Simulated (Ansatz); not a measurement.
# How BAs (F-43m) expands on warming, part 2 of 3

Wanted: α(T), C_P(T) and B(T) of BAs in the quasi-harmonic approximation.

What experiment has found for this phase:
- volume expansion coefficient 11.55 1e-6/K near room temperature (given in “Basic Physical Properties of Cubic Boron Arsenide (three times its linear coefficient)”, 2019, arxiv:1911.11281)
- volume expansion coefficient 10.8 1e-6/K near room temperature (given in “Thermal expansion coefficients of high thermal conducting BAs and BP materials (three times its linear coefficient)”, 2019, arxiv:1906.04101)

Ansatz 0.2.0; DFT LDA, scalar-relativistic, plane waves, PAW (the session's first sound run).

So far. Step 2 (Probe on a coarse mesh): The start is under -3.9 GPa at this level and looks like an insulator or semiconductor on this mesh. Step 4 (Tight relaxation): The residual pressure is 0.0088 GPa, small enough for phonons.

### 5. The quasi-harmonic study, functional LDA, q-mesh 2×2×2

Thermal expansion follows from how the phonon free energy changes with strain, so the program makes strained cells, their phonons and a fit in one run.

input.yaml

```yaml
crystal:
  lattice:
    - [0.0, 2.3660417785, 2.3660417785]
    - [2.3660417785, 0.0, 2.3660417785]
    - [2.3660417785, 2.3660417785, 0.0]
  atoms:
    - { symbol: B, position: [0.0, 0.0, 0.0] }
    - { symbol: As, position: [0.25, 0.25, 0.25] }
kpoints:
  mp_grid: { grid: [12, 12, 12] }
hamiltonian:
  xc: lda
scf:
  occupations: { method: fixed }
output:
  eigenvalues: true
phonons:
  method: dfpt
  qmesh: [2, 2, 2]
  temperatures: { t_max: 800.0, t_step: 50 }
  thermal_expansion: {}
```

Command:

```bash
ansatz run input.yaml --threads 4 --pin off --max-ram 16384MiB --backend cpu --events-out ev --progress --plain --runs-dir out
```

The program printed:

```text
Warning: phonons: the dynamical matrix that this run interpolates holds no multipole term above the dipole-dipole one, and a site of this crystal is no centre of inversion, so its interpolated transverse optical and acoustic branches and sound speeds can stay off near Gamma, and the density of states and the thermodynamics with them. What a run solves at a wave vector of phonons.qpoints, Gamma apart, where the deck admits one, is free of this, and under fd what a larger phonons.supercell samples
[...]
Crystal: 2 atoms, lattice volume = 26.491 Å³
Basis set: ecut = 487.2 eV, 645 PW (Γ), exchange–correlation on 50×50×50 points (8 copies of the dense FFT grid, shifted against one another)
Bands: 13, of which v1, the nominal top of the filled ones, is band 9 counted from 1 (8 counted from 0)
Symmetry: 24 space group operations
[...]
k-points: 72 of 1728 (time reversal used)
[...]
SCF iter   1: F=—  HF=-4923.535885 eV  |F-HF|=—  |Δ(HF+E_count)|=         —  Δρ=7.25e-3  dr2=1.38e-2  ethr=1.77e-3  ⟨swp⟩=4.9  Hψ=4784  notcnv=0  defer=127
[...]
SCF iter   8: F=-4923.531027 eV  HF=-4923.531027 eV  |F-HF|=0.00e0  |Δ(HF+E_count)|=  1.82e-12  Δρ=1.12e-8  dr2=1.75e-14  ethr=1.00e-12  ⟨swp⟩=6.0  Hψ=4455  notcnv=0
SCF 1 converged in 8 iterations: F = -4923.531027 eV  dr2 = 1.75e-14
[...]
relax step   1: F+E_penalty+E_count = -4923.53102690 eV  Δ(F+E_penalty+E_count) = +0.000e0 eV  max|allowed force component| = 3.117e-16 eV/Å  Δτ_max = 0.0000 Å  (8 SCF iters, accepted)
SCF converged after 8 iterations
Free energy (F): -4923.531027 eV
[...]
Internal energy: -4923.531027 eV  (E = F + TS)
E sigma→0 (E₀):  -4923.531027 eV
Fermi energy:    11.296306 eV
[...]
--- Stress (GPa, compression-positive) ---
        0.002876      -0.000000      -0.000000
       -0.000000       0.002876       0.000000
       -0.000000       0.000000       0.002876
  P = ⅓ Tr σ = 0.0029 GPa (0.029 kbar)
--- Band table (eV; the first three rows and the last of 72) ---
  k-point 0: bands = [... 5 lower, -4.3544, 11.2963, 11.2963, 11.2963, 14.5862, 14.5862, 14.5862, 16.3072]
  k-point 1: bands = [... 5 lower, -4.2377, 10.2503, 11.0708, 11.0708, 14.7640, 14.8821, 14.8821, 16.8926]
  k-point 2: bands = [... 5 lower, -3.8912, 8.3029, 10.5959, 10.5959, 14.6885, 15.4941, 15.4941, 18.1479]
  k-point 71: bands = [... 5 lower, 0.0817, 3.2443, 5.6261, 5.9295, 16.5055, 17.3085, 18.0686, 18.5253]
── thermal expansion: 3 new cells, 3 in all ──
thermal expansion: relaxation of cell 2
thermal expansion: relaxation of cell 3
── thermal expansion: 2 new cells, 5 in all ──
thermal expansion: relaxation of cell 4
thermal expansion: lower-state search of cell 4
thermal expansion: phonons of cell 4
thermal expansion: relaxation of cell 5
thermal expansion: phonons of cell 5
── thermal expansion: 5 new cells, 10 in all ──
thermal expansion: relaxation of cell 6
thermal expansion: relaxation of cell 7
thermal expansion: relaxation of cell 8
thermal expansion: relaxation of cell 9
thermal expansion: relaxation of cell 10
thermal expansion: phonons of cell 6
thermal expansion: phonons of cell 7
WARN: thermal expansion: narrow_supercell: the supercell is narrow for a crystal that has a band gap and may be polar, so the expansion can be far off: type phonons.supercell or phonons.qmesh [3, 3, 3] or more in a new run
--- Relaxed structure (1 steps of the walk, 1 accepted, 0 SCFs on fresh bases) ---
  F+E_penalty+E_count = -4923.53102690 eV   max|allowed force component| = 3.117e-16 eV/Å
  atoms:
    - { symbol: B, position: [0.0, 0.0, 0.0] }
    - { symbol: As, position: [0.25, 0.25, 0.25] }
--- Thermal expansion: 10 cells in 3 rounds, 0 GPa ---
  no lower state was reached at cell 4
  without vibrations: a 3.34611, b 3.34611, c 3.34611 Å, V 26.4915 Å³, B 147.08 GPa
  at 0 K: a 3.35413, b 3.35413, c 3.35413 Å, V 26.6824 Å³, B 144.36 GPa
  zero-point expansion: a +0.240, b +0.240, c +0.240, V +0.721 %
      T/K        a/Å        b/Å        c/Å       V/Å³ | expansion of a, b, c, V (1e-6/K)   | that of V in the mean from 25 °C | C_P, C_V (J/mol K of the cell) | B_T, B_S (GPa)
     0.00    3.35413    3.35413    3.35413    26.6824 |    0.00    0.00    0.00    0.00 |    4.35 |     0.000     0.000 |   144.36   144.36
   100.00    3.35420    3.35420    3.35420    26.6841 |    0.69    0.69    0.69    2.07 |    6.23 |    13.397    13.396 |   144.24   144.25
   200.00    3.35466    3.35466    3.35466    26.6951 |    2.10    2.10    2.10    6.31 |    8.40 |    25.397    25.379 |   143.74   143.84
   298.15    3.35558    3.35558    3.35558    26.7171 |    3.43    3.43    3.43   10.29 |       - |    33.942    33.869 |   142.94   143.25
   350.00    3.35623    3.35623    3.35623    26.7325 |    3.95    3.95    3.95   11.86 |   11.11 |    37.126    37.013 |   142.45   142.88
   450.00    3.35768    3.35768    3.35768    26.7673 |    4.67    4.67    4.67   14.01 |   12.37 |    41.351    41.150 |   141.42   142.11
   550.00    3.35933    3.35933    3.35933    26.8068 |    5.13    5.13    5.13   15.40 |   13.33 |    43.968    43.672 |   140.34   141.29
   650.00    3.36112    3.36112    3.36112    26.8495 |    5.45    5.45    5.45   16.35 |   14.08 |    45.672    45.281 |   139.23   140.44
   750.00    3.36299    3.36299    3.36299    26.8944 |    5.68    5.68    5.68   17.05 |   14.69 |    46.842    46.355 |   138.11   139.56
   800.00    3.36395    3.36395    3.36395    26.9175 |    5.78    5.78    5.78   17.33 |   14.95 |    47.296    46.760 |   137.54   139.12
  the static fit leaves 0.000 meV an atom of the energies and, of the stresses, 0.000 GPa of each cell's largest along a strain (root mean squares over the cells), whose Pulay part it has at -0.021 GPa
  vibrations' free energy: its fit passes through its cells
  the electrons' free energy at temperature is not in it: every band gap is over 0.83 eV
  free energies summed between the sampled wave vectors
  estimated error of the fitted expansion in any direction: up to 0.028e-6/K, at 800 K, with few degrees of freedom (an estimate, not a bound: it was exceeded on models of known expansion)
  by sums over the sampled wave vectors an expansion of the volume parts by up to 2.42e-6/K
  by a static energy of one degree less an expansion of the volume parts by up to 0.00e-6/K
  the FFT grids of the static calculations differ: 24 × 24 × 24, 25 × 25 × 25
  band gaps on the cells' k-points are 1.082 to 1.140 eV
  narrow_supercell: the supercell is narrow for a crystal that has a band gap and may be polar, so the expansion can be far off: type phonons.supercell or phonons.qmesh [3, 3, 3] or more in a new run
```

Run time: 2 min. Hardware: 4 threads of Arm Neoverse V2, shared host; peak memory 0.89 GiB.

This step gave:

| Item | Value |
| --- | --- |
| pressure | 0.002876 GPa |
| volume expansion coefficient at 298 K | 10.29 1e-6/K |
| C_P at 298 K | 16.97 J/mol-atom/K |
| entropy at 298 K | 16.23 J/mol-atom/K |
| isothermal bulk modulus at 298 K | 142.9 GPa |
| Grüneisen parameter at 298 K | 0.6989 |
| volume at 298 K | 13.36 Å³/atom |
| principal linear expansion coefficients at 298 K | 3.431, 3.431, 3.431 1e-6/K |

Strained cells of the study; zero-point energy where phonons were solved; the pressures are stresses at the typed cutoff and can carry an offset from the finite basis. Expansion cells, by row:

```csv
cell,|a| (Å),|b| (Å),|c| (Å),V (Å³/atom),E - E_lowest (meV/atom),"pressure, compression positive (GPa)",gap (eV),zero-point energy (meV/atom)
1,3.346,3.346,3.346,13.25,0,-0.018,1.11,-
2,3.373,3.373,3.373,13.57,3.412,-3.366,1.132,-
3,3.32,3.32,3.32,12.93,3.538,3.673,1.088,-
4,3.346,3.346,3.346,13.25,0.001,-0.05,1.11,82.48
5,3.363,3.363,3.363,13.45,1.383,-2.182,1.124,81.18
6,3.354,3.354,3.354,13.35,0.339,-1.104,1.117,81.85
7,3.371,3.371,3.371,13.54,2.913,-3.121,1.13,80.59
8,3.313,3.313,3.313,12.86,5.485,4.623,1.082,-
9,3.33,3.33,3.33,13.05,1.339,2.217,1.096,-
10,3.383,3.383,3.383,13.69,6.463,-4.555,1.14,-
```

Quasi-harmonic; a, b, c are the run's own cell vectors. Expansion, by row:

```csv
T (K),a (Å),b (Å),c (Å),alpha (deg),beta (deg),gamma (deg),cell volume (Å³/cell),alpha_a (1e-6/K),alpha_b (1e-6/K),alpha_c (1e-6/K),alpha_V (1e-6/K),C_P (J/mol-atom/K),C_V (J/mol-atom/K),S (J/mol-atom/K),B_T (GPa),B_S (GPa),Grueneisen,extrapolation,fit error (1e-6/K)
0,3.354,3.354,3.354,60,60,60,26.68,0,0,0,0,0,0,0,144.4,144.4,-,0,0
50,3.354,3.354,3.354,60,60,60,26.68,0.13,0.13,0.13,0.39,2.12,2.12,0.758,144.3,144.3,0.213,0,0
100,3.354,3.354,3.354,60,60,60,26.68,0.69,0.69,0.69,2.07,6.699,6.698,3.71,144.2,144.2,0.358,0,0
150,3.354,3.354,3.354,60,60,60,26.69,1.35,1.35,1.35,4.06,9.936,9.933,7.065,144,144.1,0.473,0,0
200,3.355,3.355,3.355,60,60,60,26.7,2.1,2.1,2.1,6.31,12.7,12.69,10.31,143.7,143.8,0.575,0,0.01
250,3.355,3.355,3.355,60,60,60,26.7,2.83,2.83,2.83,8.49,15.09,15.07,13.41,143.4,143.6,0.65,0,0.01
298.1,3.356,3.356,3.356,60,60,60,26.72,3.43,3.43,3.43,10.29,16.97,16.93,16.23,142.9,143.2,0.699,0,0.01
300,3.356,3.356,3.356,60,60,60,26.72,3.45,3.45,3.45,10.35,17.04,17,16.34,142.9,143.2,0.7,0,0.01
350,3.356,3.356,3.356,60,60,60,26.73,3.95,3.95,3.95,11.86,18.56,18.51,19.08,142.4,142.9,0.735,0,0.01
400,3.357,3.357,3.357,60,60,60,26.75,4.35,4.35,4.35,13.05,19.75,19.67,21.64,141.9,142.5,0.759,0,0.01
450,3.358,3.358,3.358,60,60,60,26.77,4.67,4.67,4.67,14.01,20.68,20.57,24.02,141.4,142.1,0.776,0,0.01
500,3.358,3.358,3.358,60,60,60,26.79,4.92,4.92,4.92,14.77,21.4,21.28,26.24,140.9,141.7,0.789,0,0.01
550,3.359,3.359,3.359,60,60,60,26.81,5.13,5.13,5.13,15.4,21.98,21.84,28.31,140.3,141.3,0.799,0,0.01
600,3.36,3.36,3.36,60,60,60,26.83,5.3,5.3,5.3,15.91,22.45,22.28,30.24,139.8,140.9,0.807,0,0.01
650,3.361,3.361,3.361,60,60,60,26.85,5.45,5.45,5.45,16.35,22.84,22.64,32.06,139.2,140.4,0.813,0,0.01
700,3.362,3.362,3.362,60,60,60,26.87,5.57,5.57,5.57,16.72,23.15,22.93,33.76,138.7,140,0.818,0,0.01
750,3.363,3.363,3.363,60,60,60,26.89,5.68,5.68,5.68,17.05,23.42,23.18,35.37,138.1,139.6,0.823,0,0.02
800,3.364,3.364,3.364,60,60,60,26.92,5.78,5.78,5.78,17.33,23.65,23.38,36.89,137.5,139.1,0.827,0,0.03
```

Table of expansion coefficient by temperature; values in 1e-6/K:

```csv
temperature (K),volume,principal 1
0,0,0
50,0.39,0.13
100,2.07,0.69
150,4.06,1.35
200,6.31,2.1
250,8.49,2.83
298,10.3,3.43
300,10.3,3.45
350,11.9,3.95
400,13.1,4.35
450,14.0,4.67
500,14.8,4.92
550,15.4,5.13
600,15.9,5.3
650,16.4,5.45
700,16.7,5.57
750,17.1,5.68
800,17.3,5.78
```

At 298 K the volume expansion is 10.3 × 10⁻⁶/K and B_T is 143 GPa. The log warns that this q-mesh is too narrow, so the figure can be far off. The program raised the cutoff to 487.2 eV by itself: with no cutoff typed, the study takes about 1.16 times the default for its relaxations and scales it with the volume for the phonons.

### 6. Phonons on strained cells, q-mesh 4×4×4

Thermal expansion follows from how the phonon free energy changes with strain, so the program makes strained cells, their phonons and a fit in one run.

input.yaml: that of step 5 with these lines changed.

```diff
@@ -18,3 +18,3 @@
   method: dfpt
-  qmesh: [2, 2, 2]
+  qmesh: [4, 4, 4]
   temperatures: { t_max: 800.0, t_step: 50 }
```

The program printed:

```text
[...]
Crystal: 2 atoms, lattice volume = 26.491 Å³
Basis set: ecut = 487.2 eV, 645 PW (Γ), exchange–correlation on 50×50×50 points (8 copies of the dense FFT grid, shifted against one another)
Bands: 13, of which v1, the nominal top of the filled ones, is band 9 counted from 1 (8 counted from 0)
Symmetry: 24 space group operations
[...]
k-points: 72 of 1728 (time reversal used)
[...]
SCF iter   1: F=—  HF=-4923.535885 eV  |F-HF|=—  |Δ(HF+E_count)|=         —  Δρ=7.25e-3  dr2=1.38e-2  ethr=1.77e-3  ⟨swp⟩=4.9  Hψ=4784  notcnv=0  defer=127
[...]
SCF iter   8: F=-4923.531027 eV  HF=-4923.531027 eV  |F-HF|=0.00e0  |Δ(HF+E_count)|=  1.82e-12  Δρ=1.12e-8  dr2=1.75e-14  ethr=1.00e-12  ⟨swp⟩=6.0  Hψ=4455  notcnv=0
SCF 1 converged in 8 iterations: F = -4923.531027 eV  dr2 = 1.75e-14
[...]
relax step   1: F+E_penalty+E_count = -4923.53102690 eV  Δ(F+E_penalty+E_count) = +0.000e0 eV  max|allowed force component| = 3.117e-16 eV/Å  Δτ_max = 0.0000 Å  (8 SCF iters, accepted)
SCF converged after 8 iterations
Free energy (F): -4923.531027 eV
[...]
Internal energy: -4923.531027 eV  (E = F + TS)
E sigma→0 (E₀):  -4923.531027 eV
Fermi energy:    11.296306 eV
[...]
--- Stress (GPa, compression-positive) ---
        0.002876      -0.000000      -0.000000
       -0.000000       0.002876       0.000000
       -0.000000       0.000000       0.002876
  P = ⅓ Tr σ = 0.0029 GPa (0.029 kbar)
--- Band table (eV; the first three rows and the last of 72) ---
  k-point 0: bands = [... 5 lower, -4.3544, 11.2963, 11.2963, 11.2963, 14.5862, 14.5862, 14.5862, 16.3072]
  k-point 1: bands = [... 5 lower, -4.2377, 10.2503, 11.0708, 11.0708, 14.7640, 14.8821, 14.8821, 16.8926]
  k-point 2: bands = [... 5 lower, -3.8912, 8.3029, 10.5959, 10.5959, 14.6885, 15.4941, 15.4941, 18.1479]
  k-point 71: bands = [... 5 lower, 0.0817, 3.2443, 5.6261, 5.9295, 16.5055, 17.3085, 18.0686, 18.5253]
── thermal expansion: 3 new cells, 3 in all ──
thermal expansion: relaxation of cell 2
thermal expansion: relaxation of cell 3
── thermal expansion: 2 new cells, 5 in all ──
thermal expansion: relaxation of cell 4
thermal expansion: lower-state search of cell 4
thermal expansion: phonons of cell 4
thermal expansion: relaxation of cell 5
thermal expansion: phonons of cell 5
── thermal expansion: 5 new cells, 10 in all ──
thermal expansion: relaxation of cell 6
thermal expansion: relaxation of cell 7
thermal expansion: relaxation of cell 8
thermal expansion: relaxation of cell 9
thermal expansion: relaxation of cell 10
thermal expansion: phonons of cell 6
thermal expansion: phonons of cell 7
--- Relaxed structure (1 steps of the walk, 1 accepted, 0 SCFs on fresh bases) ---
  F+E_penalty+E_count = -4923.53102690 eV   max|allowed force component| = 3.117e-16 eV/Å
  atoms:
    - { symbol: B, position: [0.0, 0.0, 0.0] }
    - { symbol: As, position: [0.25, 0.25, 0.25] }
--- Thermal expansion: 10 cells in 3 rounds, 0 GPa ---
  no lower state was reached at cell 4
  without vibrations: a 3.34611, b 3.34611, c 3.34611 Å, V 26.4915 Å³, B 147.08 GPa
  at 0 K: a 3.35452, b 3.35452, c 3.35452 Å, V 26.6917 Å³, B 144.28 GPa
  zero-point expansion: a +0.251, b +0.251, c +0.251, V +0.756 %
[...]
0.00    3.35452    3.35452    3.35452    26.6917 |    0.00    0.00    0.00    0.00 |    5.31 |     0.000     0.000 |   144.28   144.28
   100.00    3.35463    3.35463    3.35463    26.6942 |    0.95    0.95    0.95    2.86 |    7.53 |    12.835    12.833 |   144.17   144.19
   200.00    3.35521    3.35521    3.35521    26.7081 |    2.55    2.55    2.55    7.66 |    9.89 |    25.423    25.396 |   143.66   143.81
   298.15    3.35629    3.35629    3.35629    26.7341 |    3.97    3.97    3.97   11.90 |       - |    34.118    34.021 |   142.83   143.24
   350.00    3.35703    3.35703    3.35703    26.7518 |    4.51    4.51    4.51   13.54 |   12.75 |    37.318    37.171 |   142.32   142.88
   450.00    3.35868    3.35868    3.35868    26.7912 |    5.26    5.26    5.26   15.77 |   14.08 |    41.542    41.287 |   141.26   142.13
   550.00    3.36054    3.36054    3.36054    26.8356 |    5.74    5.74    5.74   17.22 |   15.07 |    44.153    43.784 |   140.14   141.32
   650.00    3.36252    3.36252    3.36252    26.8832 |    6.07    6.07    6.07   18.21 |   15.86 |    45.856    45.371 |   138.99   140.47
   750.00    3.36461    3.36461    3.36461    26.9332 |    6.31    6.31    6.31   18.93 |   16.49 |    47.029    46.428 |   137.82   139.60
   800.00    3.36568    3.36568    3.36568    26.9590 |    6.41    6.41    6.41   19.23 |   16.76 |    47.486    46.827 |   137.23   139.16
[...]
vibrations' free energy: its fit passes through its cells
  the electrons' free energy at temperature is not in it: every band gap is over 0.83 eV
  free energies summed between the sampled wave vectors
[...]
the FFT grids of the static calculations differ: 24 × 24 × 24, 25 × 25 × 25
  band gaps on the cells' k-points are 1.082 to 1.143 eV
```

Run time: 11 min. Hardware: 4 threads; peak memory 2 GiB.

This step gave:

- volume expansion coefficient at 298 K: 11.89 1e-6/K
- C_P at 298 K: 17.06 J/mol-atom/K
- entropy at 298 K: 15.69 J/mol-atom/K
- isothermal bulk modulus at 298 K: 142.8 GPa
- Grüneisen parameter at 298 K: 0.8040
- volume at 298 K: 13.37 Å³/atom
- principal linear expansion coefficients at 298 K: 3.965, 3.965, 3.965 1e-6/K

Strained cells of the study; zero-point energy where phonons were solved; the pressures are stresses at the typed cutoff and can carry an offset from the finite basis. Expansion cells, by row:

```csv
cell,|a| (Å),|b| (Å),|c| (Å),V (Å³/atom),E - E_lowest (meV/atom),"pressure, compression positive (GPa)",gap (eV),zero-point energy (meV/atom)
1,3.346,3.346,3.346,13.25,0,-0.018,1.11,-
2,3.373,3.373,3.373,13.57,3.412,-3.366,1.132,-
3,3.32,3.32,3.32,12.93,3.538,3.673,1.088,-
4,3.346,3.346,3.346,13.25,0.001,-0.05,1.11,82.35
5,3.363,3.363,3.363,13.45,1.383,-2.182,1.124,80.99
6,3.355,3.355,3.355,13.35,0.406,-1.207,1.118,81.62
7,3.373,3.373,3.373,13.57,3.503,-3.409,1.132,80.17
8,3.313,3.313,3.313,12.86,5.485,4.623,1.082,-
9,3.33,3.33,3.33,13.05,1.339,2.217,1.096,-
10,3.387,3.387,3.387,13.73,7.773,-4.966,1.143,-
```

Quasi-harmonic; a, b, c are the run's own cell vectors. Expansion, by row:

```csv
T (K),a (Å),b (Å),c (Å),alpha (deg),beta (deg),gamma (deg),cell volume (Å³/cell),alpha_a (1e-6/K),alpha_b (1e-6/K),alpha_c (1e-6/K),alpha_V (1e-6/K),C_P (J/mol-atom/K),C_V (J/mol-atom/K),S (J/mol-atom/K),B_T (GPa),B_S (GPa),Grueneisen,extrapolation,fit error (1e-6/K)
0,3.355,3.355,3.355,60,60,60,26.69,0,0,0,0,0,0,0,144.3,144.3,-,0,0
50,3.355,3.355,3.355,60,60,60,26.69,0.2,0.2,0.2,0.61,1.729,1.729,0.54,144.3,144.3,0.411,0,0
100,3.355,3.355,3.355,60,60,60,26.69,0.95,0.95,0.95,2.86,6.418,6.417,3.23,144.2,144.2,0.516,0,0
150,3.355,3.355,3.355,60,60,60,26.7,1.73,1.73,1.73,5.18,9.839,9.834,6.509,144,144,0.61,0,0
200,3.355,3.355,3.355,60,60,60,26.71,2.55,2.55,2.55,7.66,12.71,12.7,9.742,143.7,143.8,0.697,0,0.01
250,3.356,3.356,3.356,60,60,60,26.72,3.33,3.33,3.33,10,15.16,15.13,12.85,143.3,143.5,0.762,0,0.01
298.1,3.356,3.356,3.356,60,60,60,26.73,3.97,3.97,3.97,11.9,17.06,17.01,15.69,142.8,143.2,0.804,0,0.01
300,3.356,3.356,3.356,60,60,60,26.73,3.99,3.99,3.99,11.96,17.12,17.07,15.79,142.8,143.2,0.805,0,0.01
350,3.357,3.357,3.357,60,60,60,26.75,4.51,4.51,4.51,13.54,18.66,18.59,18.55,142.3,142.9,0.835,0,0.01
400,3.358,3.358,3.358,60,60,60,26.77,4.93,4.93,4.93,14.78,19.85,19.75,21.13,141.8,142.5,0.856,0,0.01
450,3.359,3.359,3.359,60,60,60,26.79,5.26,5.26,5.26,15.77,20.77,20.64,23.52,141.3,142.1,0.871,0,0.01
500,3.36,3.36,3.36,60,60,60,26.81,5.52,5.52,5.52,16.57,21.5,21.34,25.75,140.7,141.7,0.882,0,0.01
550,3.361,3.361,3.361,60,60,60,26.84,5.74,5.74,5.74,17.22,22.08,21.89,27.82,140.1,141.3,0.891,0,0.01
600,3.362,3.362,3.362,60,60,60,26.86,5.92,5.92,5.92,17.75,22.54,22.33,29.77,139.6,140.9,0.897,0,0.01
650,3.363,3.363,3.363,60,60,60,26.88,6.07,6.07,6.07,18.21,22.93,22.68,31.59,139,140.5,0.903,0,0.01
700,3.364,3.364,3.364,60,60,60,26.91,6.2,6.2,6.2,18.6,23.25,22.98,33.3,138.4,140,0.908,0,0.01
750,3.365,3.365,3.365,60,60,60,26.93,6.31,6.31,6.31,18.93,23.52,23.21,34.91,137.8,139.6,0.912,0,0.02
800,3.366,3.366,3.366,60,60,60,26.96,6.41,6.41,6.41,19.23,23.74,23.41,36.44,137.2,139.2,0.915,0,0.03
```

Table of expansion coefficient by temperature; values in 1e-6/K:

```csv
temperature (K),volume,principal 1
0,0,0
50,0.61,0.2
100,2.86,0.95
150,5.18,1.73
200,7.66,2.55
250,10,3.33
298,11.9,3.97
300,12.0,3.99
350,13.5,4.51
400,14.8,4.93
450,15.8,5.26
500,16.6,5.52
550,17.2,5.74
600,17.8,5.92
650,18.2,6.07
700,18.6,6.2
750,18.9,6.31
800,19.2,6.41
```

Changing the q-mesh (2×2×2 → 4×4×4) takes the volume expansion at 298 K from 10.3 to 11.9 × 10⁻⁶/K and B_T from 143 to 143 GPa.

[end of part 2 of 3]

[Long decimals in the printed logs are rounded to 6 places.]

[Logs are printed without paths, hosts, clocks, repeated set-up lines and the standing remarks that a program may print on its own settings, such as how far it seeks lower states.]

[Hosts, paths, dates, database ids (printed as entryN), source tags and the programs' standing remarks are cut or masked in the printed files.]

[Where the starting crystal was built by hand or by swapping elements, it need not be the compound's stable phase.]

[A step with changed settings may run another functional than the one named; its input shows which.]

[Pressures of single members of a volume series are the stress at the run's cutoff; with an incomplete basis they can lie off −dE/dV of the same runs, and they are not shown converged.]
